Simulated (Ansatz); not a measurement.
# CsZnH3 (model cell, started as cubic perovskite with Zn in the octahedra): a soft mode frozen in

Which phase does CsZnH3 (model cell, started as cubic perovskite with Zn in the octahedra) fall into along its unstable mode, and how much energy does it gain?

Program: Ansatz 0.2.0. Level of theory: DFT r2SCAN, scalar-relativistic, plane waves, PAW; PAW set soft_1. Results are calculated unless marked as measured.

The structure was built from a prototype and need not be the compound's stable phase.

**1. The starting structure**

The structure is cubic, space group Pm-3m (No. 221). Conventional cell: a = 4.091 Å, b = 4.091 Å, c = 4.091 Å, α = 90.00°, β = 90.00°, γ = 90.00°. Nearest to Cs lie 12 H at 2.89 Å. Zn has 6 H at 2.05 Å nearest. Nearest to H lie 2 Zn at 2.05 Å and 4 Cs at 2.89 Å and 8 H at 2.89 Å. Farther neighbours are not listed.

**2. Response at finite wavevector**

The cell comes from relaxations at this level that are not shown. Stability and thermal properties need the whole zone. Linear response on a 2×2×2 q mesh gives force constants as far as a supercell of that size would.

File input.yaml:

```yaml
crystal:
  lattice:
    - [4.0907575584, 0.0, 0.0]
    - [0.0, 4.0907575584, 0.0]
    - [0.0, 0.0, 4.0907575584]
  atoms:
    - { symbol: Cs, position: [0.0, 0.0, 0.0] }
    - { symbol: Zn, position: [0.5, 0.5, 0.5] }
    - { symbol: H, position: [0.5, 0.5, 0.0] }
    - { symbol: H, position: [0.5, 0.0, 0.5] }
    - { symbol: H, position: [0.0, 0.5, 0.5] }
kpoints:
  mp_grid: { grid: [12, 12, 12] }
hamiltonian:
  xc: r2scan
  pseudopotentials: { kind: paw, azcp: { folder: soft_1 } }
scf:
  occupations: { method: methfessel_paxton, width: 0.2 }
output:
  eigenvalues: true
phonons:
  method: dfpt
  qmesh: [2, 2, 2]
  temperatures: { t_max: 1000, t_step: 50 }
  qpath:
    path:
      - [[0.0, 0.0, 0.0], [0.0, 0.5, 0.0], [0.5, 0.5, 0.0], [0.0, 0.0, 0.0], [0.5, 0.5, 0.5], [0.0, 0.5, 0.0]]
      - [[0.5, 0.5, 0.5], [0.5, 0.5, 0.0]]
    npoints: 10
```

The run is started by

```bash
$ ansatz run input.yaml --threads 4 --pin off --max-ram 16384MiB --backend cpu --events-out ev --progress --plain --runs-dir out
```

Numbers of over 12 decimals in the logs are rounded to 6 here.

Output:

```text
Engine: ansatz 0.2.0, aarch64-unknown-linux-gnu
Pseudopotentials: kind: paw
Pseudopotential: Cs, paw, valence charge 9, recommended cutoff 500 eV (meta_gga), soft_1/Cs.paw.azcp
Pseudopotential: Zn, paw, valence charge 12, recommended cutoff 500 eV (meta_gga), soft_1/Zn.paw.azcp
Pseudopotential: H, paw, valence charge 1, recommended cutoff 500 eV (meta_gga), soft_1/H.paw.azcp
Functional definition: r2SCAN
  parameter k0 = 0.174
  parameter k1 = 0.065
  parameter a1 = 4.9479
  exchange = r2scan_x(k0 = k0, k1 = k1, a1 = a1)
  correlation = r2scan_c
Crystal: 5 atoms, lattice volume = 68.456 Å³
Basis set: ecut = 500 eV, 1743 PW (Γ), exchange–correlation on 180×180×180 points (216 copies of the dense FFT grid, shifted against one another)
Bands: 17, of which v1, the nominal top of the filled ones, is band 12 counted from 1 (11 counted from 0)
Symmetry: 48 space group operations
k-points: 518 of 1728 (irreducible under 2 space group operations, time reversal used)
Non-local potential: Cs, projectors of the file, l = 0: 3, l = 1: 2, l = 2: 2, l = 3: 2
Non-local potential: Zn, projectors of the file, l = 0: 2, l = 1: 2, l = 2: 3, l = 3: 1
Non-local potential: H, projectors of the file, l = 0: 2, l = 1: 1
PAW form: soft (Blöchl's): semilocal exchange-correlation on the pseudo side does not see the compensation charge
PAW frozen core: Cs, regenerated for the run's functional (the file was generated under x = pbe(κ = 0.804, μ = 0.219515), c = pbe(β = 0.066725))
PAW frozen core: Zn, regenerated for the run's functional (the file was generated under x = pbe(κ = 0.804, μ = 0.219515), c = pbe(β = 0.066725))
PAW one-centre angular grid: Cs, 302 points (default); XC on 160 Gauss nodes
PAW one-centre angular grid: Zn, 590 points (default); XC on 160 Gauss nodes
PAW one-centre angular grid: H, 302 points (default); XC on 160 Gauss nodes
Initial density: superposition of atomic densities (chi_scale 0.1, normalization cell, long waves kept (reshape's long-wave potential 0.00 eV rms))
Initial wavefunctions: pseudopotential atomic-orbital guess
Functional: x = r2scan, c = r2scan; τ floored in thin density (d = 2e-4 eV/Å³)
SCF iter   1: F=—  HF=-9061.077616 eV  |F-HF|=—  |Δ(HF+E_count)|=         —  Δρ=9.85e-2  dr2=6.15e0  dr2_τ=1.70e-2  ethr=3.10e-3  ⟨swp⟩=5.1  Hψ=49818  notcnv=0
preconditioner: auto → Kerker (q_TF=auto, 2.291 Å⁻¹)  [metal: Δε(μ)=0.068 eV  Ē_g=11.451 eV  σ=0.200 eV  W_gap=0.28  n_scr=18 (ndim 8)  ℏωp=22.0 eV  f_vac=0.001  D(μ)=0.42/eV (n_scr^D=0)]
SCF iter   2: F=—  HF=-9059.848760 eV  |F-HF|=—  |Δ(HF+E_count)|=    1.23e0  S|Δr|=    0.00e0  Δρ=4.14e-2  dr2=9.12e-1  dr2_τ=1.07e-2  ethr=3.10e-3  ⟨swp⟩=4.2  Hψ=23702  notcnv=0  defer=478
SCF iter   3: F=—  HF=-9059.550942 eV  |F-HF|=—  |Δ(HF+E_count)|=   2.98e-1  S|Δr|=    0.00e0  Δρ=1.95e-2  dr2=4.09e-1  dr2_τ=2.28e-3  ethr=3.10e-3  ⟨swp⟩=2.0  Hψ=19179  notcnv=0  defer=491
SCF iter   4: F=—  HF=-9059.520907 eV  |F-HF|=—  |Δ(HF+E_count)|=   3.00e-2  S|Δr|=    0.00e0  Δρ=1.02e-2  dr2=3.54e-2  dr2_τ=3.80e-4  ethr=1.71e-3  ⟨swp⟩=2.0  Hψ=18655  notcnv=0  defer=487
SCF iter   5: F=—  HF=-9059.537878 eV  |F-HF|=—  |Δ(HF+E_count)|=   1.70e-2  S|Δr|=    0.00e0  Δρ=3.37e-3  dr2=4.53e-3  dr2_τ=2.98e-5  ethr=1.47e-4  ⟨swp⟩=2.0  Hψ=17551  notcnv=0  defer=481
SCF iter   6: F=—  HF=-9059.537331 eV  |F-HF|=—  |Δ(HF+E_count)|=   5.47e-4  S|Δr|=    0.00e0  Δρ=9.33e-4  dr2=4.82e-4  dr2_τ=4.04e-6  ethr=1.89e-5  ⟨swp⟩=2.2  Hψ=12970  notcnv=0  defer=481
SCF iter   7: F=—  HF=-9059.537356 eV  |F-HF|=—  |Δ(HF+E_count)|=   2.46e-5  S|Δr|=    0.00e0  Δρ=5.85e-4  dr2=1.57e-4  dr2_τ=2.38e-7  ethr=2.01e-6  ⟨swp⟩=2.0  Hψ=13324  notcnv=0  defer=481
SCF iter   8: F=—  HF=-9059.537304 eV  |F-HF|=—  |Δ(HF+E_count)|=   5.13e-5  S|Δr|=    0.00e0  Δρ=4.41e-5  dr2=1.70e-6  dr2_τ=2.76e-8  ethr=6.56e-7  ⟨swp⟩=2.0  Hψ=12136  notcnv=0  defer=481
SCF iter   9: F=—  HF=-9059.537305 eV  |F-HF|=—  |Δ(HF+E_count)|=   9.14e-7  S|Δr|=    0.00e0  Δρ=6.56e-6  dr2=2.23e-8  dr2_τ=1.61e-9  ethr=7.10e-9  ⟨swp⟩=2.1  Hψ=13903  notcnv=0  defer=481
SCF iter  10: F=—  HF=-9059.537305 eV  |F-HF|=—  |Δ(HF+E_count)|=   2.37e-8  S|Δr|=    0.00e0  Δρ=1.38e-6  dr2=6.99e-10  dr2_τ=1.99e-11  ethr=9.30e-11  ⟨swp⟩=2.0  Hψ=14030  notcnv=0  defer=481
SCF iter  11: F=—  HF=-9059.537305 eV  |F-HF|=—  |Δ(HF+E_count)|=  6.13e-10  S|Δr|=    0.00e0  Δρ=4.33e-7  dr2=7.19e-11  dr2_τ=9.84e-13  ethr=2.91e-12  ⟨swp⟩=2.0  Hψ=14026  notcnv=0  defer=481
SCF iter  12: F=-9059.537305 eV  HF=-9059.537305 eV  |F-HF|=5.46e-12  |Δ(HF+E_count)|=  7.28e-12  S|Δr|=    0.00e0  Δρ=6.40e-8  dr2=2.02e-12  dr2_τ=4.06e-14  ethr=1.00e-12  ⟨swp⟩=10.9  Hψ=50399  notcnv=0
the search or the solves at the SCF's close may have found levels that the self-consistency loop had missed (the run counts none). By its estimate they hold under 1e-12 electrons; where the run keeps them, the occupations were computed again with them
SCF 1 converged in 12 iterations: F = -9059.537305 eV  dr2 = 2.02e-12
  greatest PAW one-centre occupation: 0.983 electrons in one spin orbital (limit 2), on the Zn atom at site 1 (counted from 0), in its partial waves of l = 2
Basis set: ecut = 500 eV, 1743 PW (Γ), exchange–correlation on 120×120×120 points (64 copies of the dense FFT grid, shifted against one another)
k-points: 84 of 1728
Initial density: read from a saved state, or passed on in memory by an earlier SCF of this step, an earlier step, the calling program or the single point that the run made first
iter 1 solved again at ethr=3.93e-8 eV; its pass at ethr=3.10e-3 eV (dr2=9.43e-6 eV) is discarded
SCF iter   1: F=—  HF=-9059.537306 eV  |F-HF|=—  |Δ(HF+E_count)|=         —  Δρ=3.00e-7  dr2=3.69e-11  dr2_τ=1.98e-12  ethr=3.93e-8  ⟨swp⟩=3.5  Hψ=12510  notcnv=0
eigensolver tolerance schedule: the retry pair's looser diagonalisation over-reported the residual by 255888.24 of it (diagonalisation noise at an unbounded share of the residual, at the tolerance the schedule requests for it); recorded, not acted on — ethr = c·dr2/N_el stays at c = 1.0e-1
preconditioner: auto → Kerker (q_TF=auto, 2.291 Å⁻¹)  [metal: Δε(μ)=0.067 eV  Ē_g=12.987 eV  σ=0.200 eV  W_gap=0.27  n_scr=18 (ndim 8)  ℏωp=22.0 eV  f_vac=0.001  D(μ)=0.31/eV (n_scr^D=0)]
SCF iter   2: F=—  HF=-9059.537306 eV  |F-HF|=—  |Δ(HF+E_count)|=   2.83e-7  S|Δr|=    0.00e0  Δρ=1.26e-7  dr2=5.17e-12  dr2_τ=1.62e-12  ethr=1.00e-12  ⟨swp⟩=3.6  Hψ=7349  notcnv=0
SCF iter   3: F=-9059.537306 eV  HF=-9059.537306 eV  |F-HF|=3.64e-12  |Δ(HF+E_count)|=  3.64e-12  S|Δr|=    0.00e0  Δρ=6.69e-8  dr2=2.16e-12  dr2_τ=1.51e-13  ethr=1.00e-12  ⟨swp⟩=1.4  Hψ=3310  notcnv=0
SCF 2 converged in 3 iterations: F = -9059.537306 eV  dr2 = 2.16e-12
phonons: the bands overlap, so this run is a metal and interpolates without the dipole-dipole term. If the crystal is really an insulator or semiconductor, its LO-TO splitting is missing
DFPT response loops at Γ: preconditioner auto → Kerker (q_TF=auto, 2.291 Å⁻¹) (partly filled bands, converged f_vac=0.001); β = 1.00, the filter's whole step (`scf.mixing.beta` (0.50) is not read by the response loops under this deck's `scf.mixing.preconditioner`; to damp them name `kerker` or `kerker_dos`, under which they read `scf.mixing.beta`, and type it under 1.00, their step now; both keys bind the ground state too); Broyden in place of MSR1
NSCF: frozen V_eff on 84 k-points
WARN: eigensolver did not converge in 6 slots of this pass, the one above among them; of largest residual over every band (k=10): 1 band(s) unlocked (lowest unlocked band 16, counted from 0; max residual 3.14e-4 eV among the unlocked bands, 3.14e-4 eV over every band); of lowest unlocked band (k=10): band 16
NSCF: frozen V_eff on 686 k-points
DFPT response loops at q = (0, 0, -0.5) (fractional): mixed as the last ones told, above
NSCF: frozen V_eff on 686 k-points
DFPT response loops at q = (0, -0.5, -0.5) (fractional): mixed as the last ones told, above
NSCF: frozen V_eff on 686 k-points
DFPT response loops at q = (-0.5, -0.5, -0.5) (fractional): mixed as the last ones told, above
SCF converged after 12 iterations
Stability not checked: this state was not tested for a lower state beside it, because cold or Methfessel-Paxton smearing, or corrected tetrahedra, fill the levels in a way that the test cannot read (fill_not_monotonic; see scf.lower_state_search)
Free energy (F): -9059.537305 eV
Harris-Foulkes:  -9059.537305 eV  (|F-HF|=5.46e-12)
Internal energy: -9059.538318 eV  (E = F + TS)
E sigma→0 (E₀):  -9059.537559 eV
Entropy (-TS):   0.001013 eV (0.203 meV/atom)
Fermi energy:    5.635038 eV
Step filling:    the computed levels leave a gap of 0.0286 eV = 0.1 smearing widths at the electron count; against every level under it full and every level over it empty, smearing changes F+E_penalty+E_count by +0.046 meV and its σ→0 estimate by -0.208 meV
--- Per-component energies (eV) ---
  E_band       = -30.567923
  E_kinetic    = 329.347261
  E_local      = -2366.220116  (includes V_loc(G=0)·N_el)
  E_nonlocal   = 850.560250
  E_hartree    = 913.365496
  E_xc         = -265.239778
  E_vxc        = -238.526380  (∫ρ·V_xc dr)
  E_paw        = -7004.114201  (= ΣΔE_a)
  E_vpaw       = -443.017308  (= ΣTr[D̂ρ^β])
  E_aug_tail   = -0.000121  (compensation charges beyond the density's cutoff)
  E_vtau       = 10.557566  (kinetic-family band-sum trace: ∫τ·v_τ [+ j·A + Jᵃ·Aᵃ] dr)
  E_ewald      = -1517.104372
  E_core_change = -0.132737  (= ΣΔE_core)
  E_smearing   = 0.001013  (= −TS)
  E_closure    = 0.000000  (closes the sum)
  Σ components = -9059.537305   (vs F -9059.537305, Δ=0.00e0)
--- Band table (eV; the first three rows and the last of 518) ---
  k-point 0: bands = [... 8 lower, -0.5492, -0.5492, 5.3135, 5.3135, 11.1014, 11.1014, 11.1014, 13.2496, ... 1 higher]
  k-point 1: bands = [... 8 lower, -0.5426, -0.3837, 5.2256, 5.3430, 10.9950, 10.9950, 11.0002, 12.9608, ... 1 higher]
  k-point 2: bands = [... 8 lower, -0.5241, 0.1007, 4.9369, 5.4275, 10.7154, 10.7154, 10.9505, 12.3208, ... 1 higher]
  k-point 517: bands = [... 8 lower, -0.4297, 2.4311, 2.4311, 2.4311, 4.7651, 14.9545, 14.9545, 14.9545, ... 1 higher]
--- Phonons (Γ-DFPT): 4 representative perturbations + reference, on 518 of 1728 k-points (Σ response iterations 26) ---
  k mesh reduced under 2 symmetry operations, with k and −k counted as one. Each operation leaves every solved perturbation unchanged. A smaller set is not considered because the functional reads the kinetic-energy density
  ASR residual: 6.939e-5 → 0.000e0 eV/Å²; symmetrization residual: 8.035e-7 eV/Å²
  ASR residual per site (eV/Å²): 9.87e-6 6.94e-5 2.21e-5 2.21e-5 2.21e-5
  Γ frequencies (cm⁻¹): -374.49 -374.49 -374.49 0.00 0.00 0.00 224.26 224.26 224.26 836.28 836.28 836.28 912.00 912.00 912.00
--- Phonons (arbitrary-q DFPT): 4 irreducible q on the 2×2×2 mesh ---
  q = [0.0000, 0.0000, 0.0000] (star 1, of the zone-centre solve; hermiticity 3.40e-7, symmetrization 2.62e-10): -374.49 -374.49 -374.49 -0.00 -0.00 -0.00 224.26 224.26 224.26 836.28 836.28 836.28 912.00 912.00 912.00
  q = [0.0000, 0.0000, -0.5000] (star 3, 9 solved perturbations in 2646 linear systems a pass and spin channel, the states on 343 of 1728 k-point pairs; hermiticity 3.00e-7, symmetrization 2.79e-12): -349.34 -349.34 94.01 94.01 94.41 122.15 224.78 224.78 404.26 843.69 843.69 899.83 909.40 909.40 958.86
  q = [0.0000, -0.5000, -0.5000] (star 3, 9 solved perturbations in 2646 linear systems a pass and spin channel, the states on 343 of 1728 k-point pairs; hermiticity 4.37e-7, symmetrization 9.07e-13): -1195.74 -258.44 61.43 61.43 96.54 155.22 155.22 343.98 667.04 822.98 876.00 876.00 877.62 877.62 974.62
  q = [-0.5000, -0.5000, -0.5000] (star 1, 4 solved perturbations in 931 linear systems a pass and spin channel, the states on 343 of 1728 k-point pairs; hermiticity 1.43e-8, symmetrization 4.35e-12): -1092.78 -1092.78 102.04 102.04 102.04 140.87 140.87 140.87 796.56 796.56 796.56 814.24 926.77 926.77 926.77
  sum rule: each row above includes the acoustic sum rule's correction from the zone centre's row sums; it moved no ω² by more than (2.44 cm⁻¹)²
  mesh force constants: q→R imaginary residual 1.72e-17; ASR residual 6.939e-5 → 0.000e0 eV/Å²; symmetrization residual 6.217e-15 eV/Å²
  interpolated dispersion: 62 rows × 15 modes
  density of states and harmonic sums: on the 16×16×16 q-mesh, interpolated from the force constants of a 2×2×2 supercell (no non-analytic term)
  largest difference from the sums on the solved wave vectors: F 8.85e-2 eV, S 9.30e-5 and C_V 4.62e-5 eV/K
  zero-point energy: 0.408496 eV/cell   skipped modes (ω ≤ 0): 410, of them read as no rigid motion or as one in doubt: 407 (2.502e0 modes/cell left out, lowest -1195.74 cm⁻¹)   left out of the sums: 1.67e-1 of the cell's modes: C_V's classical limit lies that fraction below 3 k_B per atom; for a crystal, a wire or a layer, F and S can be off by more, and a phonons.interpolated_qmesh denser along its periods is the remedy for the sampling
```

The job ended after 17 min (4 threads of Arm Neoverse V1, shared host; peak memory 4 GiB; 66 min of CPU time).

In the SCF lines HF is the Harris–Foulkes energy and dr2 the Hartree energy of the density residual, in eV; the loop may stop once dr2 is under the threshold and the program's other checks hold. Hψ counts applications of the Hamiltonian.

This step gave:

* volume per atom: 13.69 Å³
* gap on the k-mesh: 0 eV
* sum-rule residual before enforcement: 6.94e-5 eV/Å²
* lowest frequency on the path: -1196 cm⁻¹
* point group: m-3m
* highest frequency on the path or at a solved wavevector: 974.6 cm⁻¹
* highest optical mode at the zone centre (no LO-TO term): 912 cm⁻¹
* lowest optical zone-centre mode: -374.5 cm⁻¹
* lowest mode on the q mesh (acoustic modes at Γ apart): -1196 cm⁻¹

Frequencies (cm⁻¹) solved at each irreducible wavevector; negative means imaginary. Frequencies by wavevector, by row:

```csv
q in reciprocal lattice units,star,mode 1,mode 2,mode 3,mode 4,mode 13,mode 14,mode 15
0 0 0,1,-374.5,-374.5,-374.5,0,912,912,912
0 0 -0.5,3,-349.3,-349.3,94,94,909.4,909.4,958.9
0 -0.5 -0.5,3,-1196,-258.4,61.4,61.4,877.6,877.6,974.6
-0.5 -0.5 -0.5,1,-1093,-1093,102,102,926.8,926.8,926.8
```

Interpolated from a 2×2×2 q mesh, rough between the solved points. The phonon branches at the labelled points (cm⁻¹):

```csv
point,branch 1,branch 2,branch 3,branch 4,branch 12,branch 13,branch 14,branch 15
Γ,-374,-374,-374,0,836,912,912,912
halfway,-362,-362,-184,63,869,908,908,936
X,-349,-349,94,94,900,909,909,959
halfway,-938,-300,24,73,895,900,901,956
M,-1196,-258,61,61,876,878,878,975
halfway,-759,-330,-50,33,888,896,898,953
Γ,-374,-374,-374,0,836,912,912,912
halfway,-760,-760,-24,65,850,911,911,966
R,-1093,-1093,102,102,814,927,927,927
halfway,-977,-761,34,77,845,924,931,941
X,-349,-349,94,94,900,909,909,959
jump to R,-1093,-1093,102,102,814,927,927,927
halfway,-1145,-825,82,82,824,915,915,951
M,-1196,-258,61,61,876,878,878,975
```

Symmetry leaves 4 wavevectors to solve. The lowest mode among them, the acoustic zeros apart, lies at q = (0, -0.5, -0.5) and is imaginary, 1195.7i cm⁻¹, so the energy falls along it.

**3. The mode frozen in, largest atomic shift 0 Å**

The mode followed lies at q = (-0.5, -0.5, -0.5) with frequency 1092.8i cm⁻¹ and is 2-fold degenerate, one of the unstable modes though not the softest. At small amplitude the distorted cell has space group no. 140 by a symmetry search on the positions. The undistorted cell that holds it gives the zero of energy on the same k mesh.

System of this step: CsZnH3 (model cell, started as cubic perovskite with Zn in the octahedra). Symmetry: Pm-3m, No. 221, cubic system. The conventional cell has a = 4.091 Å, b = 4.091 Å, c = 4.091 Å, α = 90.00°, β = 90.00°, γ = 90.00°. Nearest to Cs lie 12 H at 2.89 Å. Nearest to Zn lie 6 H at 2.05 Å. H has 2 Zn at 2.05 Å and 4 Cs at 2.89 Å and 8 H at 2.89 Å nearest. Farther neighbours are not listed.

File input.yaml:

```yaml
crystal:
  lattice:
    - [4.0907575584, 4.0907575584, 0.0]
    - [4.0907575584, 0.0, 4.0907575584]
    - [4.0907575584, 0.0, -4.0907575584]
  atoms:
    - { symbol: Cs, position: [0.0, 0.0, 0.0] }
    - { symbol: Cs, position: [0.0, 0.5, 0.5] }
    - { symbol: Zn, position: [0.5, 0.25, 0.75] }
    - { symbol: Zn, position: [0.5, 0.75, 0.25] }
    - { symbol: H, position: [0.5, 0.0, 0.0] }
    - { symbol: H, position: [0.5, 0.5, 0.5] }
    - { symbol: H, position: [0.0, 0.5, 0.0] }
    - { symbol: H, position: [0.0, 0.0, 0.5] }
    - { symbol: H, position: [0.5, 0.0, 0.5] }
    - { symbol: H, position: [0.5, 0.5, 0.0] }
kpoints:
  mp_grid: { grid: [10, 10, 10] }
hamiltonian:
  xc: r2scan
  pseudopotentials: { kind: paw, azcp: { folder: soft_1 } }
scf:
  occupations: { method: methfessel_paxton, width: 0.2 }
output:
  forces: true
  stress: true
  eigenvalues: true
```

Output:

```text
[...]
Crystal: 10 atoms, lattice volume = 136.912 Å³
Basis set: ecut = 500 eV, 3479 PW (Γ), exchange–correlation on 180×180×180 points (64 copies of the dense FFT grid, shifted against one another)
Bands: 34, of which v1, the nominal top of the filled ones, is band 24 counted from 1 (23 counted from 0)
Symmetry: 96 space group operations
[...]
k-points: 47 of 1000
[...]
k-point 0: bands = [... 20 lower, 2.4314, 2.4314, 4.7650, 5.3138, 5.3138, 11.1014, 11.1014, 11.1014, ... 6 higher]
  k-point 1: bands = [... 20 lower, 2.5266, 2.5266, 5.0770, 5.2828, 5.2828, 10.6599, 11.1652, 11.1652, ... 6 higher]
  k-point 2: bands = [... 20 lower, 2.7950, 2.7950, 5.1748, 5.1748, 5.8214, 9.8125, 11.3241, 11.3241, ... 6 higher]
  k-point 46: bands = [... 20 lower, 3.0411, 3.4912, 4.3847, 4.9203, 10.1031, 10.2433, 10.3030, 10.5665, ... 6 higher]
[key lines of the parts left out:]
SCF converged after 10 iterations
Free energy (F): -18119.072921 eV
Fermi energy:    5.654779 eV
P = ⅓ Tr σ = -0.0062 GPa (-0.062 kbar)
```

Wall time 10 s (4 threads); peak memory 0.95 GiB; 39 s of CPU time.

Numbers from this step:

```
pressure                         : -0.006243 GPa
energy from the undistorted cell : 0 meV/atom
```

The run ends at a pressure of -0.01 GPa.

(Continued in part 2 of 3.)

[Logs are printed without paths, hosts, clocks, repeated set-up lines and the standing remarks that a program may print on its own settings, such as how far it seeks lower states.]

[Hosts, paths, dates, database ids (printed as entryN), source tags and the programs' standing remarks are cut or masked in the printed files.]
